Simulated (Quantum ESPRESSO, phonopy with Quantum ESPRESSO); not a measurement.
# NaI (Fm-3m): a volume series of phonon spectra, part 7 of 8

Which modes of NaI drive its thermal expansion?

Experimental results on record:
- volume expansion coefficient 135 1e-6/K near room temperature (given in “Descriptors for thermal expansion in solids”, 2017, arXiv:1701.03966)

Quantum ESPRESSO 7.5; DFT LDA, scalar-relativistic, plane waves, GBRV ultrasoft pseudopotentials.

So far. Step 17 (Self-consistent run, V/V0 1.03): The run ends at a pressure of -0.58 GPa. Step 18 (Zone-centre response): The Born charges sum to zero within 0.013 e; the rest is removed before use. Acoustic frequencies in this log differ from zero by the error of the sum rule, which ph.x does not impose.

## (19) Forces on a displaced cell

One atom (for the harmonic constants) or a pair of atoms (for the cubic ones) is moved by a few hundredths of an ångström; the forces on all atoms give a column of force constants. The threshold is tight because the forces are small.

System of this step: NaI. The structure is orthorhombic, space group Imm2 (No. 44). The conventional cell has a = 8.945 Å, b = 12.650 Å, c = 8.945 Å, α = 90.00°, β = 90.00°, γ = 90.00°. Na has 6 I at 3.15 to 3.18 Å nearest. Na has 6 I at 3.16 Å nearest. Nearest to Na lie 6 I at 3.16 Å. Nearest to I lie 6 Na at 3.16 Å. Farther neighbours and most contacts between anions are not listed.

The input, disp-00001.in:

```
&control
   calculation = 'scf'
   prefix = 'x'
   outdir = './tmp'
   pseudo_dir = './pseudo'
   tprnfor = .true.
   disk_io = 'none'
/
&system
   ibrav = 0
   nat = 16
   ntyp = 2
   ecutwfc = 45.0
   ecutrho = 270.0
   occupations = 'fixed'
   nbnd = 66
/
&electrons
   conv_thr = 1.0d-11
   mixing_beta = 0.7
   electron_maxstep = 100
/
ATOMIC_SPECIES
 Na     22.9898  Na.upf
 I     126.9045  I.upf
CELL_PARAMETERS angstrom
     0.000000000    6.324932704    6.324932704
     6.324932704    0.000000000    6.324932704
     6.324932704    6.324932704    0.000000000
ATOMIC_POSITIONS crystal
 Na     0.002235935   0.000000000   0.000000000
 Na     0.500000000   0.000000000   0.000000000
 Na     0.000000000   0.500000000   0.000000000
 Na     0.500000000   0.500000000   0.000000000
 Na     0.000000000   0.000000000   0.500000000
 Na     0.500000000   0.000000000   0.500000000
 Na     0.000000000   0.500000000   0.500000000
 Na     0.500000000   0.500000000   0.500000000
 I      0.250000000   0.250000000   0.250000000
 I      0.750000000   0.250000000   0.250000000
 I      0.250000000   0.750000000   0.250000000
 I      0.750000000   0.750000000   0.250000000
 I      0.250000000   0.250000000   0.750000000
 I      0.750000000   0.250000000   0.750000000
 I      0.250000000   0.750000000   0.750000000
 I      0.750000000   0.750000000   0.750000000
K_POINTS automatic
 3 3 3 0 0 0
```

Started as:

```console
> OMP_NUM_THREADS=1 mpirun -n 4 pw.x -nk 4 -in disp-00001.in > disp-00001.out
```

The program printed:

```text
[banner, memory and clock lines left out]
Program PWSCF v.7.5

     Message from routine setup:
     using ibrav=0 with symmetry is DISCOURAGED, use correct ibrav instead

     G-vector sticks info

     bravais-lattice index     =            0
     lattice parameter (alat)  =      16.9032  a.u.
     unit-cell volume          =    3415.0284 (a.u.)^3
     number of atoms/cell      =           16
     number of atomic types    =            2
     number of electrons       =       128.00
[...]
atom    1 type  1   force =     0.00000000   -0.00077109   -0.00077109
     atom    2 type  1   force =    -0.00000000    0.00014527    0.00014527
     atom    3 type  1   force =     0.00012985   -0.00000452    0.00001545
[...]
atom   15 type  2   force =     0.00000155    0.00000287    0.00000287
     atom   16 type  2   force =     0.00000011   -0.00000309   -0.00000309

     Total force =     0.001303     Total SCF correction =     0.000003
     Message from routine punch:
     Nothing written, as per user request (disk_io='none')
[key lines of the parts left out:]
!    total energy              =   -1280.08167863 Ry
convergence has been achieved in  11 iterations
```

It took 4.5 min on 4 MPI ranks of Arm Neoverse N1, shared host; 18 min of CPU time.

## (20) Lattice dynamics at this volume, V/V0 1.03

This step: DFT LDA, scalar-relativistic, plane waves, GBRV ultrasoft pseudopotentials (phonopy with Quantum ESPRESSO 4.10.0 / 7.5).

Wall time 4.5 min (8 threads); 34 min of CPU time.

Phonopy, LO-TO term from ph.x's tensors. The phonon branches at the labelled points (cm⁻¹):

```csv
point,branch 1,branch 2,branch 3,branch 4,branch 5,branch 6
Γ,0,0,0,122,122,174
halfway,29,29,67,129,129,150
X,37,37,57,126,126,132
halfway,39,45,56,124,129,133
U,44,52,60,120,135,137
jump to K,44,52,60,120,135,137
halfway,33,48,63,112,133,166
Γ,0,0,0,122,122,174
halfway,38,38,55,120,120,175
L,53,53,77,118,118,175
halfway,50,52,69,118,127,157
W,48,48,62,125,133,133
halfway,41,51,54,126,129,133
X,37,37,57,126,126,132
```

The phonon branches as a text plot (rows in cm⁻¹):

```
    171 |**                      ********************
    164 |  **                   *                    *
    157 |    *              ****                      *
    149 |     **                                       *
    142 |       **         *                            *
    135 |         ***************                       *********
    128 |  **************        ****                 **  *******
    120 |**             ***        ***********************
    113 |                  ********
    106 |
     98 |
     91 |
     84 |
     77 |                                       *****
     69 |     *****        *****               *     ***
     62 |          **     *     *            **         *****
     55 |    *       ****** **** **         *   *******     *****
     47 |              ** ****  *            ***      *********
     40 |  **      *******    ** ****      **                ****
     33 |     *****             *        ***
     26 |    *                   ****
     18 | ***                      ***  ***
     11 | *                          *  *
      4 |*                            **
         Γ           X  U|K            Γ         L        W     X
```

No mode is imaginary beyond numerical noise along the path. The highest zone-centre mode (no LO–TO term) moved by -7.5 % for a volume change of +3.0 %.

The time given is that of the 2 pw.x runs on displaced cells behind this step.

## (21) Self-consistent run, V/V0 0.97

A tight ground state at this cell gives the energy of this member; its pressure is the stress at this cutoff, which can carry an offset from the finite basis.

This step: DFT LDA, scalar-relativistic, plane waves, GBRV ultrasoft pseudopotentials (Quantum ESPRESSO 7.5).

System of this step: NaI. Symmetry: Fm-3m, No. 225, cubic system. Conventional cell: a = 6.200 Å, b = 6.200 Å, c = 6.200 Å, α = 90.00°, β = 90.00°, γ = 90.00°. Na has 6 I at 3.10 Å nearest. I has 6 Na at 3.10 Å nearest. Farther neighbours and most contacts between anions are not listed.

The input, scf.in:

```
&control
   calculation = 'scf'
   prefix = 'x'
   outdir = './tmp'
   pseudo_dir = './pseudo'
   tprnfor = .true.
   tstress = .true.
/
&system
   ibrav = 0
   nat = 2
   ntyp = 2
   ecutwfc = 45.0
   ecutrho = 270.0
   occupations = 'fixed'
   nbnd = 10
/
&electrons
   conv_thr = 1.0d-12
   mixing_beta = 0.7
   electron_maxstep = 100
/
ATOMIC_SPECIES
 Na     22.9898  Na.upf
 I     126.9045  I.upf
CELL_PARAMETERS angstrom
     0.000000000    3.099826713    3.099826713
     3.099826713    0.000000000    3.099826713
     3.099826713    3.099826713    0.000000000
ATOMIC_POSITIONS crystal
 Na     0.000000000   0.000000000   0.000000000
 I      0.500000000   0.500000000   0.500000000
K_POINTS automatic
 6 6 6 0 0 0
```

Started as:

```console
> OMP_NUM_THREADS=1 mpirun -n 8 pw.x -nk 8 -in scf.in > scf.out
```

The program printed:

```text
[banner, memory and clock lines left out]
Program PWSCF v.7.5

     Message from routine setup:
     using ibrav=0 with symmetry is DISCOURAGED, use correct ibrav instead

     G-vector sticks info

     bravais-lattice index     =            0
     lattice parameter (alat)  =       8.2842  a.u.
     unit-cell volume          =     402.0118 (a.u.)^3
     number of atoms/cell      =            2
     number of atomic types    =            2
     number of electrons       =        16.00
[...]
atom    2 type  2   force =    -0.00000000   -0.00000000   -0.00000000

     Total force =     0.000000     Total SCF correction =     0.000000

     Computing stress (Cartesian axis) and pressure

          total   stress  (Ry/bohr**3)                   (kbar)     P=        6.84
   0.00004650   0.00000000   0.00000000            6.84        0.00        0.00
   0.00000000   0.00004650  -0.00000000            0.00        6.84       -0.00
   0.00000000  -0.00000000   0.00004650            0.00       -0.00        6.84

     XML data file, charge density, pseudopotentials, collected wavefunctions
[key lines of the parts left out:]
!    total energy              =    -160.01012422 Ry
convergence has been achieved in  10 iterations
```

Wall time 4.2 s (8 MPI ranks); 33 s of CPU time.

The run ends at a pressure of 0.68 GPa.

## (22) Zone-centre response

In a polar crystal the Born charges and ε∞ give the long-range dipole term that a finite supercell misses. They are those of this k-mesh and were not tested on a denser one; where the gap is small they converge slowly, and the LO modes with them.

The input, ph.in:

```
phonons
&inputph
   prefix = 'x'
   outdir = './tmp'
   fildyn = 'x.dyn'
   tr2_ph = 1.0d-18
   epsil = .true.
/
0.000000000 0.000000000 0.000000000
```

scf.in is that of step 21.

Started as:

```console
> OMP_NUM_THREADS=1 mpirun -n 8 ph.x -nk 8 -in ph.in > ph.out
```

The program printed:

```text
[banner, memory and clock lines left out]
Program PHONON v.7.5

     ./tmp/x.save/

     IMPORTANT: XC functional enforced from input :
     Exchange-correlation= PZ
                           (   1   1   0   0   0   0   0)
     Any further DFT definition will be discarded
     Please, verify this is what you really want

     G-vector sticks info

     Check: negative core charge=   -0.000002
     Reading collected, re-writing distributed wavefunctions in ./tmp/

     Number and degeneracy of irreps per q-point
       N         xq(1)         xq(2)         xq(3)   N irreps
[...]
freq (    1) =      -0.270638 [THz] =      -9.027521 [cm-1]
     freq (    2) =      -0.270638 [THz] =      -9.027521 [cm-1]
     freq (    3) =      -0.270638 [THz] =      -9.027521 [cm-1]
     freq (    4) =       4.227792 [THz] =     141.023961 [cm-1]
     freq (    5) =       4.227792 [THz] =     141.023961 [cm-1]
     freq (    6) =       4.227792 [THz] =     141.023961 [cm-1]
 **************************************************************************

     Mode symmetry, O_h (m-3m)  point group:

     freq (   1-   3) =         -9.0  [cm-1]   --> T_1u G_15  G_4- I
     freq (   4-   6) =        141.0  [cm-1]   --> T_1u G_15  G_4- I
```

It took 70 s on 8 MPI ranks; 9.3 min of CPU time.

ε∞:

```
3.74 0.00 0.00
0.00 3.74 0.00
0.00 0.00 3.74
```

The Born charges sum to zero within 0.015 e; the rest is removed before use. Acoustic frequencies in this log differ from zero by the error of the sum rule, which ph.x does not impose.

## (23) A displaced supercell

One atom (for the harmonic constants) or a pair of atoms (for the cubic ones) is moved by a few hundredths of an ångström; the forces on all atoms give a column of force constants. The threshold is tight because the forces are small.

System of this step: NaI. It takes space group Imm2 (No. 44, orthorhombic). Conventional cell: a = 8.768 Å, b = 12.399 Å, c = 8.768 Å, α = 90.00°, β = 90.00°, γ = 90.00°. Na has 6 I at 3.09 to 3.11 Å nearest. Nearest to Na lie 6 I at 3.10 Å. Na has 6 I at 3.10 Å nearest. Nearest to I lie 6 Na at 3.10 Å. Farther neighbours and most contacts between anions are not listed.

disp-00001.in, as its differences from that of step 19:

```diff
@@ -26,7 +26,7 @@
 CELL_PARAMETERS angstrom
-     0.000000000    6.324932704    6.324932704
-     6.324932704    0.000000000    6.324932704
-     6.324932704    6.324932704    0.000000000
+     0.000000000    6.199653427    6.199653427
+     6.199653427    0.000000000    6.199653427
+     6.199653427    6.199653427    0.000000000
 ATOMIC_POSITIONS crystal
- Na     0.002235935   0.000000000   0.000000000
+ Na     0.002281117   0.000000000   0.000000000
  Na     0.500000000   0.000000000   0.000000000
```

Started as:

```console
> OMP_NUM_THREADS=1 mpirun -n 4 pw.x -nk 4 -in disp-00001.in > disp-00001.out
```

The program printed:

```text
[banner, memory and clock lines left out]
Program PWSCF v.7.5

     Message from routine setup:
     using ibrav=0 with symmetry is DISCOURAGED, use correct ibrav instead

     G-vector sticks info

     bravais-lattice index     =            0
     lattice parameter (alat)  =      16.5684  a.u.
     unit-cell volume          =    3216.0947 (a.u.)^3
     number of atoms/cell      =           16
     number of atomic types    =            2
     number of electrons       =       128.00
[...]
atom    1 type  1   force =    -0.00000000   -0.00097989   -0.00097989
     atom    2 type  1   force =     0.00000000    0.00015026    0.00015026
     atom    3 type  1   force =     0.00013298   -0.00000556    0.00001732
[...]
atom   15 type  2   force =     0.00000228   -0.00000832   -0.00000832
     atom   16 type  2   force =     0.00000009   -0.00000267   -0.00000267

     Total force =     0.001670     Total SCF correction =     0.000004
     Message from routine punch:
     Nothing written, as per user request (disk_io='none')
[key lines of the parts left out:]
!    total energy              =   -1280.08096894 Ry
convergence has been achieved in  11 iterations
```

Run time: 3.2 min. Hardware: 4 MPI ranks.

## (24) Lattice dynamics at this volume, V/V0 0.97

This step: DFT LDA, scalar-relativistic, plane waves, GBRV ultrasoft pseudopotentials (phonopy with Quantum ESPRESSO 4.10.0 / 7.5).

Elapsed: 3.5 min, on 8 threads; 27 min of CPU time.

Phonopy, LO-TO term from ph.x's tensors. The phonon branches at the labelled points (cm⁻¹):

```csv
point,branch 1,branch 2,branch 3,branch 4,branch 5,branch 6
Γ,0,0,0,142,142,188
halfway,29,29,76,149,149,164
X,36,36,56,147,147,154
halfway,40,46,55,145,149,154
U,48,51,64,140,155,155
jump to K,48,51,64,140,155,155
halfway,33,56,71,130,152,179
Γ,0,0,0,142,142,188
halfway,43,43,60,138,138,188
L,61,61,85,135,135,188
halfway,56,56,76,136,146,172
W,47,47,70,142,154,154
halfway,40,53,55,145,150,154
X,36,36,56,147,147,154
```

The phonon branches as a text plot (rows in cm⁻¹):

```
    184 |****                    ********************
    176 |    *                ***                    *
    169 |                   **                        **
    161 |     **           *                            *
    153 |       *****************                       *********
    145 |*****************       ********            ***  *******
    137 |                 **     *****   *****************
    129 |                   *****
    122 |
    114 |
    106 |
     98 |
     90 |
     82 |       **          **                 *******
     74 |     **  *        *  ***            **       ***
     67 |    *            *                              ****
     59 |          ****  * ********         *  ********      * **
     51 |              *****               * **        ********
     43 |  **          ***  **   ****       *              *** *
     35 |       *******       ***  **    ***                  ***
     27 | *   **                 **
     20 |  ***                     ***  ***
     12 | *                          *  *
      4 |*                            **
         Γ           X  U|K            Γ         L        W     X
```

No mode is imaginary beyond numerical noise along the path. The highest zone-centre mode (no LO–TO term) moved by +7.8 % for a volume change of -3.0 %.

The time given is that of the 2 pw.x runs on displaced cells behind this step.

## (25) Ground state at this cell, V/V0 1.05

A tight ground state at this cell gives the energy of this member; its pressure is the stress at this cutoff, which can carry an offset from the finite basis.

This step: DFT LDA, scalar-relativistic, plane waves, GBRV ultrasoft pseudopotentials (Quantum ESPRESSO 7.5).

System of this step: NaI. The structure is cubic, space group Fm-3m (No. 225). Conventional cell: a = 6.366 Å, b = 6.366 Å, c = 6.366 Å, α = 90.00°, β = 90.00°, γ = 90.00°. Na has 6 I at 3.18 Å nearest. I has 6 Na at 3.18 Å nearest. Farther neighbours and most contacts between anions are not listed.

scf.in, as its differences from that of step 22:

```diff
@@ -26,5 +26,5 @@
 CELL_PARAMETERS angstrom
-     0.000000000    3.099826713    3.099826713
-     3.099826713    0.000000000    3.099826713
-     3.099826713    3.099826713    0.000000000
+     0.000000000    3.182804315    3.182804315
+     3.182804315    0.000000000    3.182804315
+     3.182804315    3.182804315    0.000000000
 ATOMIC_POSITIONS crystal
```

Started as:

```console
> OMP_NUM_THREADS=1 mpirun -n 8 pw.x -nk 8 -in scf.in > scf.out
```

The program printed:

```text
[banner, memory and clock lines left out]
Program PWSCF v.7.5

     Message from routine setup:
     using ibrav=0 with symmetry is DISCOURAGED, use correct ibrav instead

     G-vector sticks info

     bravais-lattice index     =            0
     lattice parameter (alat)  =       8.5060  a.u.
     unit-cell volume          =     435.1675 (a.u.)^3
     number of atoms/cell      =            2
     number of atomic types    =            2
     number of electrons       =        16.00
[...]
atom    2 type  2   force =     0.00000000    0.00000000   -0.00000000

     Total force =     0.000000     Total SCF correction =     0.000000

     Computing stress (Cartesian axis) and pressure

          total   stress  (Ry/bohr**3)                   (kbar)     P=       -9.11
  -0.00006191  -0.00000000  -0.00000000           -9.11       -0.00       -0.00
  -0.00000000  -0.00006191  -0.00000000           -0.00       -9.11       -0.00
  -0.00000000  -0.00000000  -0.00006191           -0.00       -0.00       -9.11

     XML data file, charge density, pseudopotentials, collected wavefunctions
[key lines of the parts left out:]
!    total energy              =    -160.00981225 Ry
convergence has been achieved in   9 iterations
```

Elapsed: 4.4 s, on 8 MPI ranks.

The run ends at a pressure of -0.91 GPa.

## (26) Zone-centre response

In a polar crystal the Born charges and ε∞ give the long-range dipole term that a finite supercell misses. They are those of this k-mesh and were not tested on a denser one; where the gap is small they converge slowly, and the LO modes with them.

ph.in is that of step 22.

scf.in is that of step 25.

Started as:

```console
> OMP_NUM_THREADS=1 mpirun -n 8 ph.x -nk 8 -in ph.in > ph.out
```

The program printed:

```text
[banner, memory and clock lines left out]
Program PHONON v.7.5

     ./tmp/x.save/

     IMPORTANT: XC functional enforced from input :
     Exchange-correlation= PZ
                           (   1   1   0   0   0   0   0)
     Any further DFT definition will be discarded
     Please, verify this is what you really want

     G-vector sticks info

     Check: negative core charge=   -0.000002
     Reading collected, re-writing distributed wavefunctions in ./tmp/

     Number and degeneracy of irreps per q-point
       N         xq(1)         xq(2)         xq(3)   N irreps
[...]
freq (    1) =      -0.151838 [THz] =      -5.064778 [cm-1]
     freq (    2) =      -0.151838 [THz] =      -5.064778 [cm-1]
     freq (    3) =      -0.151838 [THz] =      -5.064778 [cm-1]
     freq (    4) =       3.457114 [THz] =     115.316895 [cm-1]
     freq (    5) =       3.457114 [THz] =     115.316895 [cm-1]
     freq (    6) =       3.457114 [THz] =     115.316895 [cm-1]
 **************************************************************************

     Mode symmetry, O_h (m-3m)  point group:

     freq (   1-   3) =         -5.1  [cm-1]   --> T_1u G_15  G_4- I
     freq (   4-   6) =        115.3  [cm-1]   --> T_1u G_15  G_4- I
```

It took 76 s on 8 MPI ranks.

ε∞:

```
3.59 0.00 0.00
0.00 3.59 0.00
0.00 0.00 3.59
```

The Born charges sum to zero within 0.012 e; the rest is removed before use. Acoustic frequencies in this log differ from zero by the error of the sum rule, which ph.x does not impose.

(Continued in part 8 of 8.)

[Logs are printed without paths, hosts, clocks, repeated set-up lines and the standing remarks that a program may print on its own settings, such as how far it seeks lower states.]

[Hosts, paths, dates, database ids (printed as entryN), source tags and the programs' standing remarks are cut or masked in the printed files.]

[A step with changed settings may run another functional than the one named; its input shows which.]

[Of the runs on displaced cells, only some may be shown.]
